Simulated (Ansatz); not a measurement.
# Li on Y(0001): change of the work function, part 2 of 5

Wanted: Δφ(θ) for Li/Y(0001), starting from the hcp site.

Ansatz 0.2.0; plane-wave DFT, PBE-D3(BJ), Ansatz PAW (the session's first sound run).

So far, work function, upper face (eV): step 2 (the clean slab) 3.36.

## 3. Adsorbate added, k-mesh 4×4×1, coverage 0.111 ML

System of this step: Li/Y(0001). The cell holds 37 atoms: 36 Y and 1 Li. Cell: a = 10.950 Å, b = 10.950 Å, c = 29.022 Å, α = 90.0°, β = 90.0°, γ = 60.0°. Vacuum lies along c.

The clean slab as it ended is repeated in the plane and the adsorbate is set on one face; the cell's size fixes the coverage, and the k-mesh shrinks with it to keep the sampling density about even. Adsorbate and upper layers relax, since the dipole depends on the height.

The input, input.yaml:

```yaml
crystal:
  lattice:
    - [10.95, 0.0, 0.0]
    - [5.475, 9.4829781714, 0.0]
    - [0.0, 0.0, 29.0217078488]
  atoms:
    - { symbol: "Y", position: [0.2222222222, 0.2222222222, 0.3101126938] }
    - { symbol: "Y", position: [0.0, 0.0, 0.4089033996] }
    - { symbol: "Y", position: [0.2222222222, 0.2222222222, 0.5063586216] }
    - { symbol: "Y", position: [0.0, 0.0, 0.6006438463] }
    - { symbol: "Y", position: [0.2222222222, 0.5555555556, 0.3101126938] }
    - { symbol: "Y", position: [0.0, 0.3333333333, 0.4089033996] }
    - { symbol: "Y", position: [0.2222222222, 0.5555555556, 0.5063586216] }
    - { symbol: "Y", position: [0.0, 0.3333333333, 0.6006438463] }
    - { symbol: "Y", position: [0.2222222222, 0.8888888889, 0.3101126938] }
    - { symbol: "Y", position: [0.0, 0.6666666667, 0.4089033996] }
    - { symbol: "Y", position: [0.2222222222, 0.8888888889, 0.5063586216] }
    - { symbol: "Y", position: [0.0, 0.6666666667, 0.6006438463] }
    - { symbol: "Y", position: [0.5555555556, 0.2222222222, 0.3101126938] }
    - { symbol: "Y", position: [0.3333333333, 0.0, 0.4089033996] }
    - { symbol: "Y", position: [0.5555555556, 0.2222222222, 0.5063586216] }
    - { symbol: "Y", position: [0.3333333333, 0.0, 0.6006438463] }
    - { symbol: "Y", position: [0.5555555556, 0.5555555556, 0.3101126938] }
    - { symbol: "Y", position: [0.3333333333, 0.3333333333, 0.4089033996] }
    - { symbol: "Y", position: [0.5555555556, 0.5555555556, 0.5063586216] }
    - { symbol: "Y", position: [0.3333333333, 0.3333333333, 0.6006438463] }
    - { symbol: "Y", position: [0.5555555556, 0.8888888889, 0.3101126938] }
    - { symbol: "Y", position: [0.3333333333, 0.6666666667, 0.4089033996] }
    - { symbol: "Y", position: [0.5555555556, 0.8888888889, 0.5063586216] }
    - { symbol: "Y", position: [0.3333333333, 0.6666666667, 0.6006438463] }
    - { symbol: "Y", position: [0.8888888889, 0.2222222222, 0.3101126938] }
    - { symbol: "Y", position: [0.6666666667, 0.0, 0.4089033996] }
    - { symbol: "Y", position: [0.8888888889, 0.2222222222, 0.5063586216] }
    - { symbol: "Y", position: [0.6666666667, 0.0, 0.6006438463] }
    - { symbol: "Y", position: [0.8888888889, 0.5555555556, 0.3101126938] }
    - { symbol: "Y", position: [0.6666666667, 0.3333333333, 0.4089033996] }
    - { symbol: "Y", position: [0.8888888889, 0.5555555556, 0.5063586216] }
    - { symbol: "Y", position: [0.6666666667, 0.3333333333, 0.6006438463] }
    - { symbol: "Y", position: [0.8888888889, 0.8888888889, 0.3101126938] }
    - { symbol: "Y", position: [0.6666666667, 0.6666666667, 0.4089033996] }
    - { symbol: "Y", position: [0.8888888889, 0.8888888889, 0.5063586216] }
    - { symbol: "Y", position: [0.6666666667, 0.6666666667, 0.6006438463] }
    - { symbol: Li, position: [0.2222222222, 0.2222222222, 0.6898873062] }
kpoints:
  mp_grid: { grid: [4, 4, 1] }
hamiltonian:
  xc: pbe
  dispersion: d3bj
scf:
  occupations: { method: fermi_dirac, width: 0.1 }
  convergence: { dr2_threshold: 1.0e-08 }
efield:
  axis: 3
  dipole_correction: true
  ramp_position: 0.97
  ramp_width: 0.06
relax:
  f_tol: 0.02
  max_steps: 60
  constraints:
    - { sites: [0, 1, 4, 5, 8, 9, 12, 13, 16, 17, 20, 21, 24, 25, 28, 29, 32, 33] }
output:
  bader: true
  write_potential: true
  write_density: true
  volumetric_format: npy
```

The run is started by

```
$ ansatz run input.yaml --threads 4 --pin off --max-ram 12288MiB --backend cpu --events-out ev --progress --plain --runs-dir out
```

Numbers of over 12 decimals in the logs are rounded to 6 here.

Output:

```text
[...]
Crystal: 37 atoms, lattice volume = 3013.574 Å³
Basis set: ecut = 420 eV, 58957 PW (Γ), exchange–correlation on 150×150×400 points (8 copies of the dense FFT grid, shifted against one another)
Bands: 240, of which v1, the nominal top of the filled ones, is band 200 counted from 1 (199 counted from 0)
Symmetry: 6 space group operations
[...]
k-points: 4 of 16 (time reversal used)
[...]
SCF iter   1: F=—  HF=-138754.759058 eV  |F-HF|=—  |Δ(HF+E_count)|=         —  Δρ=3.46e-3  dr2=1.30e1  ethr=1.77e-3  p=0.251 e·Å  D=1.51e-2 V/Å  ΔV_dip=-0.44 eV  dr2_dipole=2.34e0  V_vac-E_F(+/−)=2.57/3.01 eV  ⟨swp⟩=12.0  Hψ=4933  notcnv=0
[...]
SCF iter  11: F=-138754.459404 eV  HF=-138754.459404 eV  |F-HF|=7.86e-10  |Δ(HF+E_count)|=   4.64e-8  Δρ=1.65e-7  dr2=2.06e-9  ethr=2.51e-12  p=0.104 e·Å  D=6.24e-3 V/Å  ΔV_dip=-0.18 eV  dr2_dipole=1.43e-11  V_vac-E_F(+/−)=3.19/3.37 eV  ⟨swp⟩=15.2  Hψ=8837  notcnv=0
SCF 1 converged in 11 iterations: F = -138754.459404 eV  dr2 = 2.06e-9
[...]
relax step   1: F+E_penalty+E_count = -138754.45940408 eV  Δ(F+E_penalty+E_count) = +0.000e0 eV  max|allowed force component| = 1.632e-1 eV/Å  Δτ_max = 0.0000 Å  (11 SCF iters, accepted)
[...]
SCF iter  10: F=-138754.500788 eV  HF=-138754.500788 eV  |F-HF|=0.00e0  |Δ(HF+E_count)|=   8.88e-9  Δρ=1.34e-7  dr2=1.51e-9  ethr=2.51e-12  p=0.132 e·Å  D=7.95e-3 V/Å  ΔV_dip=-0.23 eV  dr2_dipole=2.44e-11  V_vac-E_F(+/−)=3.14/3.37 eV  ⟨swp⟩=11.0  Hψ=6131  notcnv=0
SCF 2 converged in 10 iterations: F = -138754.500788 eV  dr2 = 1.51e-9
relax step   2: F+E_penalty+E_count = -138754.50078792 eV  Δ(F+E_penalty+E_count) = -4.138e-2 eV  max|allowed force component| = 3.250e-2 eV/Å  Δτ_max = 0.0729 Å  (10 SCF iters, accepted)
SCF iter   1: F=—  HF=-138754.503307 eV  |F-HF|=—  |Δ(HF+E_count)|=         —  Δρ=2.49e-4  dr2=2.02e-2  ethr=6.01e-5  p=0.132 e·Å  D=7.95e-3 V/Å  ΔV_dip=-0.23 eV  dr2_dipole=3.12e-3  V_vac-E_F(+/−)=3.14/3.37 eV  ⟨swp⟩=2.8  Hψ=1425  notcnv=0
[...]
SCF iter   8: F=-138754.502627 eV  HF=-138754.502627 eV  |F-HF|=1.05e-9  |Δ(HF+E_count)|=   1.95e-8  Δρ=2.42e-7  dr2=6.44e-9  ethr=2.51e-12  p=0.130 e·Å  D=7.78e-3 V/Å  ΔV_dip=-0.23 eV  dr2_dipole=3.38e-10  V_vac-E_F(+/−)=3.14/3.37 eV  ⟨swp⟩=12.8  Hψ=8369  notcnv=0
SCF 3 converged in 8 iterations: F = -138754.502627 eV  dr2 = 6.44e-9
relax step   3: F+E_penalty+E_count = -138754.50262749 eV  Δ(F+E_penalty+E_count) = -1.840e-3 eV  max|allowed force component| = 2.055e-2 eV/Å  Δτ_max = 0.0201 Å  (8 SCF iters, accepted)
SCF iter   1: F=—  HF=-138754.503336 eV  |F-HF|=—  |Δ(HF+E_count)|=         —  Δρ=1.64e-4  dr2=5.70e-3  ethr=1.74e-5  p=0.130 e·Å  D=7.78e-3 V/Å  ΔV_dip=-0.23 eV  dr2_dipole=3.68e-5  V_vac-E_F(+/−)=3.14/3.37 eV  ⟨swp⟩=3.0  Hψ=1454  notcnv=0
[...]
SCF iter   8: F=-138754.503017 eV  HF=-138754.503017 eV  |F-HF|=2.62e-10  |Δ(HF+E_count)|=   5.03e-9  Δρ=1.32e-7  dr2=1.54e-9  ethr=2.51e-12  p=0.127 e·Å  D=7.65e-3 V/Å  ΔV_dip=-0.22 eV  dr2_dipole=3.47e-11  V_vac-E_F(+/−)=3.15/3.37 eV  ⟨swp⟩=11.5  Hψ=6772  notcnv=0
SCF 4 converged in 8 iterations: F = -138754.503017 eV  dr2 = 1.54e-9
relax step   4: F+E_penalty+E_count = -138754.50301746 eV  Δ(F+E_penalty+E_count) = -3.900e-4 eV  max|allowed force component| = 5.501e-3 eV/Å  Δτ_max = 0.0140 Å  (8 SCF iters, accepted)
NSCF: frozen V_eff on 4 k-points
[...]
SCF converged after 8 iterations
Free energy (F): -138754.503017 eV
[...]
Internal energy: -138751.828346 eV  (E = F + TS)
E sigma→0 (E₀):  -138753.165682 eV
Entropy (-TS):   -2.674672 eV (-72.288 meV/atom)
Fermi energy:    1.826764 eV
Dipole field:    D = 0.007643 V/Å  (p = 0.127292 e·Å, saw-weighted, corrected)
Work function:   Φ+ = 3.1468 eV   Φ− = 3.3686 eV
[...]
--- Forces (eV/Å), atoms counted from 1 ---
  atom   1  Y     -0.00000000    -0.00000000     0.24637634
  atom   2  Y     -0.02064985    -0.01192220    -0.22733618
  atom   3  Y     -0.00000000    -0.00000000     0.00495529
  atom   4  Y      0.00122652     0.00070813    -0.00059876
  atom   5  Y      0.00118120     0.00167262     0.24359705
  atom   6  Y     -0.03263356     0.01884099    -0.27544135
  atom   7  Y     -0.00116267     0.00188491    -0.00092478
  atom   8  Y     -0.00121823     0.00070335     0.00095710
  atom   9  Y     -0.00085793    -0.00185926     0.24359705
  atom  10  Y      0.00000000     0.02384439    -0.22733618
  atom  11  Y     -0.00221371     0.00006444    -0.00092478
  atom  12  Y      0.00000000    -0.00141626    -0.00059876
  atom  13  Y      0.00203914     0.00018664     0.24359705
  atom  14  Y      0.00000000    -0.03768199    -0.27544135
  atom  15  Y      0.00105105    -0.00194935    -0.00092478
  atom  16  Y      0.00000000    -0.00140669     0.00095710
  atom  17  Y     -0.00000000    -0.00000000     0.24914931
  atom  18  Y      0.03263356     0.01884099    -0.27544135
  atom  19  Y     -0.00000000    -0.00000000     0.00550105
  atom  20  Y      0.00121823     0.00070335     0.00095710
  atom  21  Y      0.00085793    -0.00185926     0.24359705
  atom  22  Y      0.00566631    -0.00327145    -0.23331317
  atom  23  Y      0.00221371     0.00006444    -0.00092478
  atom  24  Y      0.00101372    -0.00058527    -0.00139229
  atom  25  Y     -0.00203914     0.00018664     0.24359705
  atom  26  Y      0.02064985    -0.01192220    -0.22733618
  atom  27  Y     -0.00105105    -0.00194935    -0.00092478
  atom  28  Y     -0.00122652     0.00070813    -0.00059876
  atom  29  Y     -0.00118120     0.00167262     0.24359705
  atom  30  Y      0.00000000     0.00654289    -0.23331317
  atom  31  Y      0.00116267     0.00188491    -0.00092478
  atom  32  Y      0.00000000     0.00117054    -0.00139229
  atom  33  Y     -0.00000000    -0.00000000     0.24920028
  atom  34  Y     -0.00566631    -0.00327145    -0.23331317
  atom  35  Y     -0.00000000    -0.00000000     0.00011367
  atom  36  Y     -0.00101372    -0.00058527    -0.00139229
  atom  37  Li    -0.00000000    -0.00000000     0.00004530
  max |Σ_I F_I| component: 9.30e-7 eV/Å
--- Band table (eV) ---
  k-point 0: bands = [... 196 lower, 1.7450, 1.7468, 1.7468, 1.7702, 1.8307, 1.8307, 1.8425, 1.8439, ... 36 higher]
  k-point 1: bands = [... 196 lower, 1.7497, 1.7735, 1.7894, 1.7916, 1.8644, 1.8876, 1.8898, 1.9092, ... 36 higher]
  k-point 2: bands = [... 196 lower, 1.7791, 1.7924, 1.8042, 1.8109, 1.8230, 1.9067, 1.9366, 1.9425, ... 36 higher]
  k-point 3: bands = [... 196 lower, 1.7817, 1.7852, 1.8030, 1.8075, 1.8089, 1.8462, 1.9045, 1.9141, ... 36 higher]
--- Relaxed structure (4 steps of the walk, 4 accepted, 0 SCFs on fresh bases) ---
  F+E_penalty+E_count = -138754.50301746 eV   max|allowed force component| = 5.501e-3 eV/Å
  atoms:
    - { symbol: Y, position: [0.222222, 0.222222, 0.3101126938] }
    - { symbol: Y, position: [-1.111112578321126e-11, -1.1111125783211261e-11, 0.408903] }
    - { symbol: Y, position: [0.222222, 0.222222, 0.504063] }
    - { symbol: Y, position: [0.00199715, 0.00199715, 0.603107] }
    - { symbol: Y, position: [0.222222, 0.555556, 0.3101126938] }
    - { symbol: Y, position: [2.2222196305321518e-11, 0.333333, 0.408903] }
    - { symbol: Y, position: [0.221077, 0.556878, 0.506373] }
    - { symbol: Y, position: [0.0050233, 0.330822, 0.598501] }
    - { symbol: Y, position: [0.222222, 0.888889, 0.3101126938] }
    - { symbol: Y, position: [-1.1111167541599798e-11, 0.666667, 0.408903] }
    - { symbol: Y, position: [0.221077, 0.888712, 0.506373] }
    - { symbol: Y, position: [0.00199715, 0.662672, 0.603107] }
    - { symbol: Y, position: [0.555556, 0.222222, 0.3101126938] }
    - { symbol: Y, position: [0.333333, 2.222221030813444e-11, 0.408903] }
    - { symbol: Y, position: [0.556878, 0.221077, 0.506373] }
    - { symbol: Y, position: [0.330822, 0.0050233, 0.598501] }
    - { symbol: Y, position: [0.555556, 0.555556, 0.3101126938] }
    - { symbol: Y, position: [0.333333, 0.333333, 0.408903] }
    - { symbol: Y, position: [0.555556, 0.555556, 0.507372] }
    - { symbol: Y, position: [0.330822, 0.330822, 0.598501] }
    - { symbol: Y, position: [0.555556, 0.888889, 0.3101126938] }
    - { symbol: Y, position: [0.333333, 0.666667, 0.408903] }
    - { symbol: Y, position: [0.556878, 0.888712, 0.506373] }
    - { symbol: Y, position: [0.331849, 0.667409, 0.601304] }
    - { symbol: Y, position: [0.888889, 0.222222, 0.3101126938] }
    - { symbol: Y, position: [0.666667, -1.1111125783211261e-11, 0.408903] }
    - { symbol: Y, position: [0.888712, 0.221077, 0.506373] }
    - { symbol: Y, position: [0.662672, 0.00199715, 0.603107] }
    - { symbol: Y, position: [0.888889, 0.555556, 0.3101126938] }
    - { symbol: Y, position: [0.666667, 0.333333, 0.408903] }
    - { symbol: Y, position: [0.888712, 0.556878, 0.506373] }
    - { symbol: Y, position: [0.667409, 0.331849, 0.601304] }
    - { symbol: Y, position: [0.888889, 0.888889, 0.3101126938] }
    - { symbol: Y, position: [0.666667, 0.666667, 0.408903] }
    - { symbol: Y, position: [0.888889, 0.888889, 0.507996] }
    - { symbol: Y, position: [0.667409, 0.667409, 0.601304] }
    - { symbol: Li, position: [0.222222, 0.222222, 0.690139] }
--- Bader charges: 37 sites ---
  site symbol  charge [e]  shift [e] shared [e]
     0      Y     -0.0847     0.0000    -0.1131
     1      Y      0.2030     0.0000     0.1110
     2      Y     -0.0080     0.0000    -0.1514
     3      Y     -0.0544     0.0000    -0.0855
     4      Y     -0.0722     0.0000    -0.1003
     5      Y      0.1980     0.0000     0.0838
     6      Y      0.1837     0.0000     0.0475
     7      Y     -0.1783     0.0002    -0.1961
     8      Y     -0.0723     0.0000    -0.1004
     9      Y      0.2030     0.0000     0.1109
    10      Y      0.1837     0.0000     0.0474
    11      Y     -0.0544     0.0000    -0.0855
    12      Y     -0.0722     0.0000    -0.1003
    13      Y      0.1980     0.0000     0.0837
    14      Y      0.1837     0.0000     0.0475
    15      Y     -0.1783     0.0002    -0.1961
    16      Y     -0.0670     0.0000    -0.0961
    17      Y      0.1980     0.0000     0.0838
    18      Y      0.2223     0.0000     0.0620
    19      Y     -0.1782     0.0002    -0.1961
    20      Y     -0.0723     0.0000    -0.1004
    21      Y      0.1663     0.0000     0.0800
    22      Y      0.1837     0.0000     0.0475
    23      Y     -0.0525     0.0000    -0.0740
    24      Y     -0.0723     0.0000    -0.1003
    25      Y      0.2030     0.0000     0.1109
    26      Y      0.1837     0.0000     0.0474
    27      Y     -0.0544     0.0000    -0.0855
    28      Y     -0.0723     0.0000    -0.1004
    29      Y      0.1663     0.0000     0.0800
    30      Y      0.1837     0.0000     0.0474
    31      Y     -0.0525     0.0000    -0.0740
    32      Y     -0.0626     0.0000    -0.0908
    33      Y      0.1663     0.0000     0.0800
    34      Y      0.1996     0.0000     0.1812
    35      Y     -0.0525     0.0000    -0.0740
    36     Li      0.7683     0.0005     0.7683
  maxima off the nuclei: 22, with 2.4828 electrons
  on the straight line to a nucleus their density falls by 6.5e-6 to 4.0e-3 of itself; PAW files or a low cutoff
  can make one that falls by little (a run on other files and one at a higher cutoff tell): if they did, read the shared
  charge, to which what the maxima have on the atom's side is counted
  estimated error of the sums over rays = 6.9e-4 e
```

Wall time 7.9 min (4 threads of Arm Neoverse V2, shared host); peak memory 8.8 GiB.

Relaxation path:

```
step  energy less that of the first step (eV)  largest force component (eV/Å)
   1                                   0.0000                          0.1632
   2                                  -0.0414                          0.0325
   3                                  -0.0432                          0.0206
   4                                  -0.0436                          0.0055
```

Forces are held to the 6 operations that the run works with; a distortion that breaks them can't arise in this run.

The atoms that moved most (Å):

```csv
atom,dx,dy,dz,length
Y28,-0.033,0.019,0.071,0.081
Y4,0.033,0.019,0.071,0.081
Y12,0.000,-0.038,0.071,0.081
Y20,-0.041,-0.024,-0.062,0.078
Y16,0.000,0.048,-0.062,0.078
Y8,0.041,-0.024,-0.062,0.078
Y3,0.000,0.000,-0.067,0.067
Y35,0.000,0.000,0.048,0.048
```

The relaxed structure:

```
Y Li
1.0
    10.95000    0.00000    0.00000
     5.47500    9.48298    0.00000
     0.00000    0.00000   29.02171
Y Li
36 1
Cartesian
  3.6500 2.1073 9.0000
  0.0000 0.0000 11.8671
  3.6500 2.1073 14.6288
  0.0328 0.0189 17.5032
  5.4750 5.2683 9.0000
  1.8250 3.1610 11.8671
  5.4697 5.2809 14.6958
  1.8663 3.1372 17.3695
  7.3000 8.4293 9.0000
  3.6500 6.3220 11.8671
  7.2865 8.4276 14.6958
  3.6500 6.2841 17.5032
  7.3000 2.1073 9.0000
  3.6500 0.0000 11.8671
  7.3082 2.0965 14.6958
  3.6500 0.0476 17.3695
  9.1250 5.2683 9.0000
  5.4750 3.1610 11.8671
  9.1250 5.2683 14.7248
  5.4337 3.1372 17.3695
  10.9500 8.4293 9.0000
  7.3000 6.3220 11.8671
  10.9635 8.4276 14.6958
  7.2878 6.3290 17.4509
  10.9500 2.1073 9.0000
  7.3000 0.0000 11.8671
  10.9418 2.0965 14.6958
  7.2672 0.0189 17.5032
  12.7750 5.2683 9.0000
  9.1250 3.1610 11.8671
  12.7803 5.2809 14.6958
  9.1250 3.1469 17.4509
  14.6000 8.4293 9.0000
  10.9500 6.3220 11.8671
  14.6000 8.4293 14.7429
  10.9622 6.3290 17.4509
  3.6500 2.1073 20.0290
```

This step gave:

```yaml
energy_at_zero_smearing: -138753.1657 eV
work_function_upper_face: 3.147 eV
work_function_lower_face: 3.369 eV
dipole_along_the_normal: 0.1273 e·Å
step_between_the_vacuum_levels: -0.2218 eV
```

Running mean over 2.867 Å of the planar mean; the ramp of the sawtooth is left out. The electron's electrostatic potential energy less the Fermi level by z:

```
z (Å)  electron's electrostatic potential energy less the Fermi level (eV)
    4                                                                 3.36
    5                                                                 3.32
    6                                                                 3.02
    7                                                                 1.14
    8                                                                -4.08
    9                                                                -5.84
   10                                                                -5.58
   11                                                                -5.44
   12                                                                -5.51
   13                                                                -5.70
   14                                                                -5.57
   15                                                                -5.53
   16                                                                -6.08
   17                                                                -5.87
   18                                                                -5.37
   19                                                                -1.18
   20                                                                 2.31
   21                                                                 2.89
   22                                                                 3.09
   23                                                                 3.14
   24                                                                 3.15
   25                                                                 3.15
```

The relaxation took 4 steps and lowered the energy by 0.044 eV; the largest force on the free atoms ends at 0.0055 eV/Å.

The covered face has 3.15 eV, -0.21 eV against the clean one; the bare back face has moved by -0.00 eV, a measure of how thin the slab is.

[end of part 2 of 5]

[Logs are printed without paths, hosts, clocks, repeated set-up lines and the standing remarks that a program may print on its own settings, such as how far it seeks lower states.]

[Hosts, paths, dates, database ids (printed as entryN), source tags and the programs' standing remarks are cut or masked in the printed files.]

[Maps of the electrostatic potential energy from Ansatz leave out the sawtooth potential of an applied field or a dipole correction, so their vacuum need not be flat; planar profiles and work functions include it.]
